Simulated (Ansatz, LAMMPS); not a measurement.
# Glassy 32CaO-68Al2O3 (mol %) (113 atoms): support functions against a reference, part 2 of 3

Aim: test how closely localised support functions follow the reference on glassy 32CaO-68Al2O3 (mol %) (113 atoms), and at what cost. A setting counts as converged where the r.m.s. difference of forces stays under 1 % of the r.m.s. force.

Ansatz 0.2.0; Kohn-Sham DFT, PBE, PAW (set soft_2), plane waves.

The cell: 9 Ca, 38 Al and 66 O. The quench rate of 50 K/ps is orders of magnitude faster than experiment. The starting topology of bonds comes from the classical model. Only the Γ point is sampled, in a cell whose shortest periodic width is 11 Å.

So far. Step 4 (Support functions low): Forces differ from the reference by 0.92 meV/Å r.m.s., 0.095 % of their size, well within a tolerance of 1 %; the energy by -4.5 meV/atom. It took roughly 5.0 times the reference's time (one timing each, with unlike analyses asked), in 12 cycles against 9.

### Step 5. Support functions medium

With localised support functions most steps grow linearly with size, though the diagonalisation grows faster unless the density matrix is cut; this run measures error and cost at this size. Besides, the program derives a nominal cutoff of 464 eV for this run, against the reference's 420.

This step: Kohn-Sham DFT, PBE, PAW (set soft_2), localised support functions (medium) (Ansatz 0.2.0).

Contents of input.yaml:

```yaml
crystal:
  lattice:
    - [10.776, 0.0, 0.0]
    - [0.0, 10.776, 0.0]
    - [0.0, 0.0, 10.776]
  atoms:
    [... the 113 atom lines of step 3 ...]
kpoints:
  mp_grid: { grid: [1, 1, 1] }
hamiltonian:
  xc: pbe
scf:
  occupations: { method: fermi_dirac, width: 0.05 }
  eigensolver: { kind: { support_functions: { accuracy: medium } } }
  max_iter: 150
output:
  forces: true
  eigenvalues: true
```

Run with:

```sh
$ ansatz run input.yaml --threads 8 --pin off --max-ram 15872MiB --backend cpu --events-out ev --progress --plain --runs-dir out
```

The log of the run:

```text
[...]
Warning: basis.ecutwfc = 464 eV, auto-derived: no grid that the accuracy of the support functions lays serves the files at the lower one that their records recommend; a deck with other species or settings can derive another value
[...]
Crystal: 113 atoms, lattice volume = 1251.333 Å³
Basis set: ecut = 464 eV, 28425 PW (Γ), exchange–correlation on 160×160×160 points (8 copies of the dense FFT grid, shifted against one another)
Bands: 360, of which v1, the nominal top of the filled ones, is band 300 counted from 1 (299 counted from 0)
Symmetry: 1 space group operations
k-points: 1
[...]
SCF iter   1: F=—  HF=-74358.271245 eV  |F-HF|=—  |Δ(HF+E_count)|=         —  Δρ=1.16e-1  dr2=1.81e2  ethr=1.00e-1
[...]
SCF iter  13: F=—  HF=-74379.550197 eV  |F-HF|=—  |Δ(HF+E_count)|=   2.36e-3  Δρ=1.17e-5  dr2=2.41e-6  ethr=2.60e-9  κ⁻¹=6.7e-6(r=7)
SCF iter  14: F=-74379.550197 eV  HF=-74379.550197 eV  |F-HF|=2.32e-7  |Δ(HF+E_count)|=   7.33e-9  Δρ=5.12e-6  dr2=6.94e-7  ethr=4.01e-10
SCF 1 converged in 14 iterations: F = -74379.579064 eV  dr2 = 6.94e-7
[...]
SCF converged after 14 iterations
[...]
Free energy (F): -74379.579064 eV
[...]
Internal energy: -74379.579064 eV  (E = F + TS)
E sigma→0 (E₀):  -74379.579064 eV
Fermi energy:    8.167211 eV
[...]
Σ components = -74379.579064   (vs F -74379.579064, Δ=0.00e0)
--- Forces (eV/Å), atoms counted from 1 ---
  atom   1  Ca     0.48945999    -0.04793657    -0.47316097
  atom   2  Ca    -0.70107140    -0.05390943    -0.13199106
  atom   3  Ca    -1.00613922     0.15669983    -0.38185554
  atom   4  Ca     1.34660495     0.20532033     0.50696956
[...]
atom 113  O      0.24095757    -0.18687620     0.66665126
  max |Σ_I F_I| component: 9.74e-4 eV/Å
--- Band table (eV) ---
[...]
```

Wall time 70 s (8 threads of Arm Neoverse V2, shared host); peak memory 3.8 GiB.

Keys that differ from the reference: support_functions.accuracy = "medium" and scf.max_iter = 150.

Forces differ from the reference by 0.89 meV/Å r.m.s., 0.092 % of their size, well within a tolerance of 1 %; the energy by -4.5 meV/atom. It took roughly 5.6 times the reference's time (one timing each, with unlike analyses asked), in 14 cycles against 9.

### Step 6. Support functions medium, spacing 0.33 Å

The grid spacing sets how fine a wave the support functions can hold. Besides, the program derives a nominal cutoff of 464 eV for this run, against the reference's 420.

input.yaml, the sections that differ from step 5:

```yaml
scf:
  occupations: { method: fermi_dirac, width: 0.05 }
  eigensolver: { kind: { support_functions: { accuracy: medium, spacing: 0.33 } } }
  max_iter: 150
# crystal, kpoints, hamiltonian, output: as in step 5
```

The log of the run:

```text
[...]
Crystal: 113 atoms, lattice volume = 1251.333 Å³
Basis set: ecut = 464 eV, 28425 PW (Γ), exchange–correlation on 160×160×160 points (8 copies of the dense FFT grid, shifted against one another)
Bands: 360, of which v1, the nominal top of the filled ones, is band 300 counted from 1 (299 counted from 0)
Symmetry: 1 space group operations
k-points: 1
[...]
SCF iter   1: F=—  HF=-74353.918691 eV  |F-HF|=—  |Δ(HF+E_count)|=         —  Δρ=1.15e-1  dr2=1.79e2  ethr=1.00e-1
[...]
SCF iter  13: F=-74378.809833 eV  HF=-74378.809834 eV  |F-HF|=4.48e-7  |Δ(HF+E_count)|=   2.85e-3  Δρ=1.12e-5  dr2=2.26e-6  ethr=3.00e-9
SCF 1 converged in 13 iterations: F = -74378.847650 eV  dr2 = 2.26e-6
[...]
SCF converged after 13 iterations
[...]
Free energy (F): -74378.847650 eV
[...]
Internal energy: -74378.847650 eV  (E = F + TS)
E sigma→0 (E₀):  -74378.847650 eV
Fermi energy:    8.164927 eV
[...]
--- Forces (eV/Å), atoms counted from 1 ---
  atom   1  Ca     0.48954905    -0.05817039    -0.45775302
  atom   2  Ca    -0.72073586    -0.06210059    -0.10827569
  atom   3  Ca    -1.00308025     0.13910033    -0.37890258
  atom   4  Ca     1.33100638     0.21252905     0.48329207
  atom   5  Ca    -0.04087002     0.09233986     0.14070351
  atom   6  Ca     0.24763428     0.07666667    -0.49763306
  atom   7  Ca     0.27301672    -0.02819537    -0.06311553
  atom   8  Ca    -0.13797002    -0.03270600    -0.70867377
  atom   9  Ca    -0.39582064     0.63628019     0.03273147
  atom  10  Al    -1.20696393    -1.31920704    -0.37989022
  atom  11  Al    -0.12696796    -0.04055531    -1.52742793
  atom  12  Al    -0.28164009     1.78554175     0.72741706
  atom  13  Al    -0.17853433     0.33480899    -1.57133559
  atom  14  Al     0.98389886     0.09361742     1.76433582
[...]
atom 112  O      0.74809499    -0.04946242     0.29588874
  atom 113  O      0.19806675    -0.25204441     0.60089875
  max |Σ_I F_I| component: 8.14e-1 eV/Å
--- Band table (eV) ---
[...]
```

Run time: 40 s. Hardware: 8 threads; peak memory 2.2 GiB.

The program notes that the forces don't sum to zero within tolerance and the grid leaves an egg-box force.

Forces differ from the reference by 36 meV/Å r.m.s., 3.7 % of their size, over a tolerance of 1 %; the energy by +1.9 meV/atom and the gap by -0.0096 eV. It took roughly 3.2 times the reference's time (one timing each, with unlike analyses asked), in 13 cycles against 9. The setting is coarser than the default on purpose.

### Step 7. Support functions medium, spacing 0.275 Å

The grid spacing sets how fine a wave the support functions can hold. Besides, the program derives a nominal cutoff of 464 eV for this run, against the reference's 420.

input.yaml, the sections that differ from step 6:

```yaml
scf:
  occupations: { method: fermi_dirac, width: 0.05 }
  eigensolver: { kind: { support_functions: { accuracy: medium, spacing: 0.275 } } }
  max_iter: 150
# crystal, kpoints, hamiltonian, output: as in step 6
```

The log of the run:

```text
[...]
Crystal: 113 atoms, lattice volume = 1251.333 Å³
Basis set: ecut = 464 eV, 28425 PW (Γ), exchange–correlation on 160×160×160 points (8 copies of the dense FFT grid, shifted against one another)
Bands: 360, of which v1, the nominal top of the filled ones, is band 300 counted from 1 (299 counted from 0)
Symmetry: 1 space group operations
k-points: 1
[...]
SCF iter   1: F=—  HF=-74357.935322 eV  |F-HF|=—  |Δ(HF+E_count)|=         —  Δρ=1.16e-1  dr2=1.81e2  ethr=1.00e-1
[...]
SCF iter  14: F=-74379.742978 eV  HF=-74379.742979 eV  |F-HF|=2.46e-7  |Δ(HF+E_count)|=   1.60e-7  Δρ=4.82e-6  dr2=6.54e-7  ethr=3.83e-10
SCF 1 converged in 14 iterations: F = -74379.775682 eV  dr2 = 6.54e-7
[...]
SCF converged after 14 iterations
[...]
Free energy (F): -74379.775682 eV
[...]
Internal energy: -74379.775682 eV  (E = F + TS)
E sigma→0 (E₀):  -74379.775682 eV
Fermi energy:    8.167375 eV
[...]
--- Forces (eV/Å), atoms counted from 1 ---
  atom   1  Ca     0.48815372    -0.04820451    -0.47279991
  atom   2  Ca    -0.70065706    -0.05365201    -0.13175614
  atom   3  Ca    -1.00655479     0.15648921    -0.38107101
  atom   4  Ca     1.34624466     0.20625794     0.50801325
  atom   5  Ca    -0.04249660     0.09397568     0.13730335
  atom   6  Ca     0.23736380     0.08043725    -0.47691515
  atom   7  Ca     0.29057171    -0.04039088    -0.04288043
  atom   8  Ca    -0.13153555    -0.04227745    -0.71095964
  atom   9  Ca    -0.40696090     0.64883848     0.04086480
  atom  10  Al    -1.22435039    -1.31458340    -0.38524891
  atom  11  Al    -0.12370216    -0.04235185    -1.53143106
  atom  12  Al    -0.30181541     1.79064600     0.72907131
  atom  13  Al    -0.18395738     0.33650048    -1.56261750
  atom  14  Al     0.98874450     0.08730233     1.75758088
[...]
atom 112  O      0.71230196    -0.05775283     0.27222879
  atom 113  O      0.24059259    -0.18677473     0.66558674
  max |Σ_I F_I| component: 1.28e-2 eV/Å
--- Band table (eV) ---
[...]
```

Wall time 52 s (8 threads); peak memory 2.8 GiB; 6.7 min of CPU time.

Forces differ from the reference by 1.1 meV/Å r.m.s., 0.12 % of their size, well within a tolerance of 1 %; the energy by -6.3 meV/atom. It took roughly 4.1 times the reference's time (one timing each, with unlike analyses asked), in 14 cycles against 9. The setting is coarser than the default on purpose.

### Step 8. Support functions medium, spacing 0.238 Å

The grid spacing sets how fine a wave the support functions can hold. Besides, the program derives a nominal cutoff of 464 eV for this run, against the reference's 420.

input.yaml, the sections that differ from step 7:

```yaml
scf:
  occupations: { method: fermi_dirac, width: 0.05 }
  eigensolver: { kind: { support_functions: { accuracy: medium, spacing: 0.238 } } }
  max_iter: 150
# crystal, kpoints, hamiltonian, output: as in step 7
```

The log of the run:

```text
[...]
Crystal: 113 atoms, lattice volume = 1251.333 Å³
Basis set: ecut = 464 eV, 28425 PW (Γ), exchange–correlation on 160×160×160 points (8 copies of the dense FFT grid, shifted against one another)
Bands: 360, of which v1, the nominal top of the filled ones, is band 300 counted from 1 (299 counted from 0)
Symmetry: 1 space group operations
k-points: 1
[...]
SCF iter   1: F=—  HF=-74358.074982 eV  |F-HF|=—  |Δ(HF+E_count)|=         —  Δρ=1.16e-1  dr2=1.81e2  ethr=1.00e-1
[...]
SCF iter  14: F=-74379.844868 eV  HF=-74379.844869 eV  |F-HF|=2.47e-7  |Δ(HF+E_count)|=   1.56e-7  Δρ=4.83e-6  dr2=6.57e-7  ethr=3.85e-10
SCF 1 converged in 14 iterations: F = -74379.877580 eV  dr2 = 6.57e-7
[...]
SCF converged after 14 iterations
[...]
Free energy (F): -74379.877580 eV
[...]
Internal energy: -74379.877580 eV  (E = F + TS)
E sigma→0 (E₀):  -74379.877580 eV
Fermi energy:    8.167366 eV
[...]
--- Forces (eV/Å), atoms counted from 1 ---
  atom   1  Ca     0.48818516    -0.04820589    -0.47283622
  atom   2  Ca    -0.70062101    -0.05365038    -0.13189033
  atom   3  Ca    -1.00657129     0.15650104    -0.38107049
  atom   4  Ca     1.34625935     0.20623000     0.50801173
  atom   5  Ca    -0.04263172     0.09390461     0.13771593
  atom   6  Ca     0.23740859     0.08044039    -0.47675181
  atom   7  Ca     0.29055372    -0.04023352    -0.04284609
  atom   8  Ca    -0.13154523    -0.04225069    -0.71076909
  atom   9  Ca    -0.40694217     0.64866038     0.04088037
  atom  10  Al    -1.22457272    -1.31503018    -0.38546581
  atom  11  Al    -0.12343451    -0.04241575    -1.53088857
  atom  12  Al    -0.30171000     1.79119088     0.72929671
  atom  13  Al    -0.18425563     0.33641493    -1.56248949
  atom  14  Al     0.98926055     0.08743728     1.75799480
[...]
atom 112  O      0.71106095    -0.05686513     0.27146135
  atom 113  O      0.24057629    -0.18699966     0.66608705
  max |Σ_I F_I| component: 2.31e-2 eV/Å
--- Band table (eV) ---
[...]
```

The job ended after 52 s (8 threads; peak memory 2.8 GiB).

Forces differ from the reference by 1.2 meV/Å r.m.s., 0.13 % of their size, well within a tolerance of 1 %; the energy by -7.2 meV/atom. It took roughly 4.2 times the reference's time (one timing each, with unlike analyses asked), in 14 cycles against 9. The setting is coarser than the default on purpose.

### Step 9. Support functions medium, spacing 0.211 Å

The grid spacing sets how fine a wave the support functions can hold. Besides, the program derives a nominal cutoff of 464 eV for this run, against the reference's 420.

input.yaml, the sections that differ from step 8:

```yaml
scf:
  occupations: { method: fermi_dirac, width: 0.05 }
  eigensolver: { kind: { support_functions: { accuracy: medium, spacing: 0.211 } } }
  max_iter: 150
# crystal, kpoints, hamiltonian, output: as in step 8
```

The log of the run:

```text
[...]
Crystal: 113 atoms, lattice volume = 1251.333 Å³
Basis set: ecut = 464 eV, 28425 PW (Γ), exchange–correlation on 160×160×160 points (8 copies of the dense FFT grid, shifted against one another)
Bands: 360, of which v1, the nominal top of the filled ones, is band 300 counted from 1 (299 counted from 0)
Symmetry: 1 space group operations
k-points: 1
[...]
SCF iter   1: F=—  HF=-74358.049019 eV  |F-HF|=—  |Δ(HF+E_count)|=         —  Δρ=1.16e-1  dr2=1.81e2  ethr=1.00e-1
[...]
SCF iter  13: F=—  HF=-74379.588437 eV  |F-HF|=—  |Δ(HF+E_count)|=   2.46e-3  Δρ=1.17e-5  dr2=2.38e-6  ethr=2.69e-9  κ⁻¹=7.0e-6(r=7)
SCF iter  14: F=-74379.588437 eV  HF=-74379.588437 eV  |F-HF|=2.40e-7  |Δ(HF+E_count)|=   4.20e-8  Δρ=4.97e-6  dr2=6.33e-7  ethr=3.97e-10
SCF 1 converged in 14 iterations: F = -74379.618375 eV  dr2 = 6.33e-7
[...]
SCF converged after 14 iterations
[...]
Free energy (F): -74379.618375 eV
[...]
Internal energy: -74379.618375 eV  (E = F + TS)
E sigma→0 (E₀):  -74379.618375 eV
Fermi energy:    8.167245 eV
[...]
Σ components = -74379.618375   (vs F -74379.618375, Δ=0.00e0)
--- Forces (eV/Å), atoms counted from 1 ---
  atom   1  Ca     0.48957726    -0.04774212    -0.47330649
  atom   2  Ca    -0.70154115    -0.05374655    -0.13163148
  atom   3  Ca    -1.00581648     0.15668289    -0.38227624
  atom   4  Ca     1.34696426     0.20523636     0.50749251
[...]
atom 113  O      0.24072740    -0.18724562     0.66662891
  max |Σ_I F_I| component: 4.76e-3 eV/Å
--- Band table (eV) ---
[...]
```

Run time: 57 s. Hardware: 8 threads; peak memory 3.2 GiB.

Keys that differ from the reference: support_functions.accuracy = "medium", support_functions.spacing = 0.211 and scf.max_iter = 150.

Forces differ from the reference by 0.98 meV/Å r.m.s., 0.10 % of their size, well within a tolerance of 1 %; the energy by -4.9 meV/atom. It took roughly 4.6 times the reference's time (one timing each, with unlike analyses asked), in 14 cycles against 9.

### Step 10. Support functions medium, spacing 0.165 Å

The grid spacing sets how fine a wave the support functions can hold. Besides, the program derives a nominal cutoff of 464 eV for this run, against the reference's 420.

input.yaml, the sections that differ from step 9:

```yaml
scf:
  occupations: { method: fermi_dirac, width: 0.05 }
  eigensolver: { kind: { support_functions: { accuracy: medium, spacing: 0.165 } } }
  max_iter: 150
# crystal, kpoints, hamiltonian, output: as in step 9
```

The log of the run:

```text
[...]
Crystal: 113 atoms, lattice volume = 1251.333 Å³
Basis set: ecut = 464 eV, 28425 PW (Γ), exchange–correlation on 180×180×180 points (8 copies of the dense FFT grid, shifted against one another)
Bands: 360, of which v1, the nominal top of the filled ones, is band 300 counted from 1 (299 counted from 0)
Symmetry: 1 space group operations
k-points: 1
[...]
SCF iter   1: F=—  HF=-74358.425664 eV  |F-HF|=—  |Δ(HF+E_count)|=         —  Δρ=1.16e-1  dr2=1.81e2  ethr=1.00e-1
[...]
SCF iter  12: F=—  HF=-74379.556438 eV  |F-HF|=—  |Δ(HF+E_count)|=   2.68e-3  Δρ=2.76e-5  dr2=1.55e-5  ethr=8.44e-9  κ⁻¹=3.2e-5(r=7)
SCF iter  13: F=-74379.558586 eV  HF=-74379.558587 eV  |F-HF|=3.09e-7  |Δ(HF+E_count)|=   2.15e-3  Δρ=1.10e-5  dr2=1.92e-6  ethr=2.58e-9
SCF 1 converged in 13 iterations: F = -74379.585985 eV  dr2 = 1.92e-6
[...]
SCF converged after 13 iterations
[...]
Free energy (F): -74379.585985 eV
[...]
Internal energy: -74379.585985 eV  (E = F + TS)
E sigma→0 (E₀):  -74379.585985 eV
Fermi energy:    8.167222 eV
[...]
Σ components = -74379.585985   (vs F -74379.585985, Δ=0.00e0)
--- Forces (eV/Å), atoms counted from 1 ---
  atom   1  Ca     0.48886839    -0.04761182    -0.47301592
  atom   2  Ca    -0.70154077    -0.05311682    -0.13182313
  atom   3  Ca    -1.00610919     0.15598166    -0.38112578
  atom   4  Ca     1.34675020     0.20541850     0.50676031
[...]
atom 113  O      0.24087105    -0.18691261     0.66651404
  max |Σ_I F_I| component: 1.11e-3 eV/Å
--- Band table (eV) ---
[...]
```

The job ended after 1.8 min (8 threads; peak memory 5.2 GiB).

Keys that differ from the reference: support_functions.accuracy = "medium", support_functions.spacing = 0.165 and scf.max_iter = 150.

Forces differ from the reference by 0.89 meV/Å r.m.s., 0.092 % of their size, well within a tolerance of 1 %; the energy by -4.6 meV/atom. It took roughly 8.5 times the reference's time (one timing each, with unlike analyses asked), in 13 cycles against 9.

### Step 11. Another setting: scf.initial_density.chi_scale = 0.3

Changed here: scf.initial_density.chi_scale = 0.3.

This step: Kohn-Sham DFT, PBE, PAW (set soft_2), plane waves (Ansatz 0.2.0).

input.yaml, the sections that differ from step 10:

```yaml
scf:
  occupations: { method: fermi_dirac, width: 0.05 }
  initial_density: { chi_scale: 0.3 }
output:
  forces: true
  stress: true
  populations: intrinsic
  dos:
    method: { smearing: { sigma: 0.1 } }
    de: 0.1
    projected: { site_lists: { Al: [Al], Ca: [Ca], O: [O] } }
  eigenvalues: true
# crystal, kpoints, hamiltonian: as in step 10
```

The log of the run:

```text
[...]
Crystal: 113 atoms, lattice volume = 1251.333 Å³
Basis set: ecut = 420 eV, 24405 PW (Γ), exchange–correlation on 150×150×150 points (8 copies of the dense FFT grid, shifted against one another)
Bands: 413, of which v1, the nominal top of the filled ones, is band 300 counted from 1 (299 counted from 0)
Symmetry: 1 space group operations
[...]
k-points: 1
[...]
SCF iter   1: F=—  HF=-76707.111090 eV  |F-HF|=—  |Δ(HF+E_count)|=         —  Δρ=6.80e-1  dr2=3.27e4  ethr=3.10e-3  ⟨swp⟩=18.0  Hψ=4557  notcnv=0  defer=70
[...]
SCF iter  16: F=—  HF=-74379.065694 eV  |F-HF|=—  |Δ(HF+E_count)|=   7.20e-8  Δρ=3.36e-6  dr2=1.14e-7  ethr=1.67e-11  ⟨swp⟩=24.0  Hψ=3798  notcnv=0
SCF iter  17: F=-74379.065694 eV  HF=-74379.065694 eV  |F-HF|=3.78e-10  |Δ(HF+E_count)|=   4.28e-9  Δρ=9.06e-7  dr2=8.13e-9  ethr=1.67e-11  ⟨swp⟩=4.0  Hψ=1009  notcnv=0
SCF 1 converged in 17 iterations: F = -74379.065694 eV  dr2 = 8.13e-9
[...]
SCF converged after 17 iterations
Free energy (F): -74379.065694 eV
[...]
Internal energy: -74379.065694 eV  (E = F + TS)
E sigma→0 (E₀):  -74379.065694 eV
Fermi energy:    8.167033 eV
[...]
Σ components = -74379.065694   (vs F -74379.065694, Δ=0.00e0)
--- Forces (eV/Å), atoms counted from 1 ---
  atom   1  Ca     0.48974373    -0.04717143    -0.47246853
  atom   2  Ca    -0.70070223    -0.05500741    -0.13254873
  atom   3  Ca    -1.00561875     0.15689891    -0.38339466
  atom   4  Ca     1.34524093     0.20577879     0.50694300
[...]
atom 113  O      0.24098306    -0.18610102     0.66716846
  max |Σ_I F_I| component: 8.68e-5 eV/Å
--- Stress (GPa, compression-positive) ---
        6.783979       0.754140       1.448838
        0.754134      10.205184       0.222102
        1.448850       0.222102       7.816535
  P = ⅓ Tr σ = 8.2686 GPa (82.686 kbar)
--- Band table (eV) ---
[...]
--- intrinsic populations: 113 sites ---
  site symbol       q [e]
     0     Ca      8.2080
     1     Ca      8.2029
     2     Ca      8.2073
[...]
112      O      7.3137
  spilling = -0.000000 (of n_electrons = 600.000000)
```

It took 20 s on 8 threads; peak memory 1.8 GiB.

Forces differ from the reference by 0.015 meV/Å r.m.s., 0.0015 % of their size, well within a tolerance of 1 %. It took roughly 1.6 times the reference's time (one timing each, with unlike analyses asked), in 17 cycles against 9.

(Continued in part 3 of 3.)

[Long decimals in the printed logs are rounded to 6 places.]

[Logs are printed without paths, hosts, clocks, repeated set-up lines and the standing remarks that a program may print on its own settings, such as how far it seeks lower states.]

[Hosts, paths, dates, database ids (printed as entryN), source tags and the programs' standing remarks are cut or masked in the printed files.]
